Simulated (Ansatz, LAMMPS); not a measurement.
# Static equation of state of amorphous 30In2O3-33ZnO-37SnO2 (mol %) (98 atoms)

Density of this cell: 6.27 g/cm³. The cell holds 98 atoms: 18 In, 10 Zn, 11 Sn and 59 O. Cell: a = 11.175 Å, b = 10.766 Å, c = 10.952 Å, α = 90.0°, β = 88.2°, γ = 89.7°. The starting structure: 98 atoms (18 Sc, 10 Zn, 11 Sn, 59 O) placed at random at 4.81 g/cm³, melted at 5000 K for 10 ps at fixed volume with the Morse and Coulomb pair potential with partial charges (Pedone, Malavasi, Menziani, Cormack and Segre, J. Phys. Chem. B 110, 11780 (2006)). Quenched from 5000 K to 300 K at 100 K/ps and fixed volume, held 10 ps at zero pressure, then minimised at fixed cell. Then Sc was replaced by In and the cell scaled by 1.022 (the potential has no terms for the new elements, so the cell is a start for a DFT relaxation).

Calculated with Ansatz 0.2.0: Kohn-Sham DFT, PBE, PAW (set soft_1), plane waves; PAW set soft_1; cutoff 420 eV, Γ point, gaussian smearing of 0.05 eV. Cell and atoms were relaxed first, to V0 = 13.439 Å³ an atom at a residual P0 = 0.003 GPa. The cell was then scaled evenly, and the atoms were relaxed at each volume.

| volume (Å³/atom) | pressure (GPa) |
| --- | --- |
| 12.095 | 12.60 |
| 12.633 | ? |
| 13.036 | 2.984 |
| 13.842 | -1.908 |
| 14.245 | -4.106 |

**Question.** Fit the third-order Birch–Murnaghan equation to the rows given and interpolate to the withheld row.

Worked fit:

Take the Eulerian strain f = ½[(V0/V)^(2/3) − 1] and the normalised pressure F = (P − P0) / [3f(1 + 2f)^(5/2)]. The third-order Birch–Murnaghan equation is then the line F = B0 + (3/2)B0(B′ − 4) f, so u = f and v = F.

```
      u = f  v = F (GPa)
  0.0363830      96.8030
  0.0102568      92.0769
-0.00975643      68.5820
 -0.0190506      79.2291
```

With n = 4: mean u = 0.00445820, mean v = 84.1728, Σ(u − ū)² = 0.0018075, Σ(u − ū)(v − v̄) = 0.78689. Slope b = 0.78689 / 0.0018075 = 435.34; intercept a = v̄ − b ū = 82.232.

So B0 = a = 82.2 GPa and B′ = 4 + 2b/(3a) = 7.53. At the withheld volume f = 0.02106, F = a + b f = 91.40 GPa, and P = P0 + 3f(1 + 2f)^(5/2) F.

Prediction at 12.633: 6.404 GPa. The run gave 6.584 GPa, so the fit is low by 0.18 GPa (2.7 % of the value).

The series isn't one smooth equation of state: even a line fitted to all rows, the withheld one included, misses F by up to 14.0 %, the count of bonds changes along the series and an atom moves over 0.5 Å in some relaxation. B0 and B′ are then only the numbers of this fit, not moduli of the material. Among the rows given, the largest miss of the fit is at 14.245, by 0.27 GPa (1.6 % of the range of the table).

Limits: Static cells at zero temperature; the cell shape is held. The program notes that the SCF threshold of these relaxations is loose for the stress. The quench rate of 100 K/ps is many orders above laboratory rates, so the cell is likely richer in defects and strain than a real sample. The network of bonds at the start is that of the classical potential that made the cell, and needn't be the one that DFT or experiment would give. Only the Γ point is sampled, in a cell whose shortest periodic width is 11 Å.

[Long decimals in the printed logs are rounded to 6 places.]

[Logs are printed without paths, hosts, clocks, repeated set-up lines and the standing remarks that a program may print on its own settings, such as how far it seeks lower states.]

[Hosts, paths, dates, database ids (printed as entryN), source tags and the programs' standing remarks are cut or masked in the printed files.]
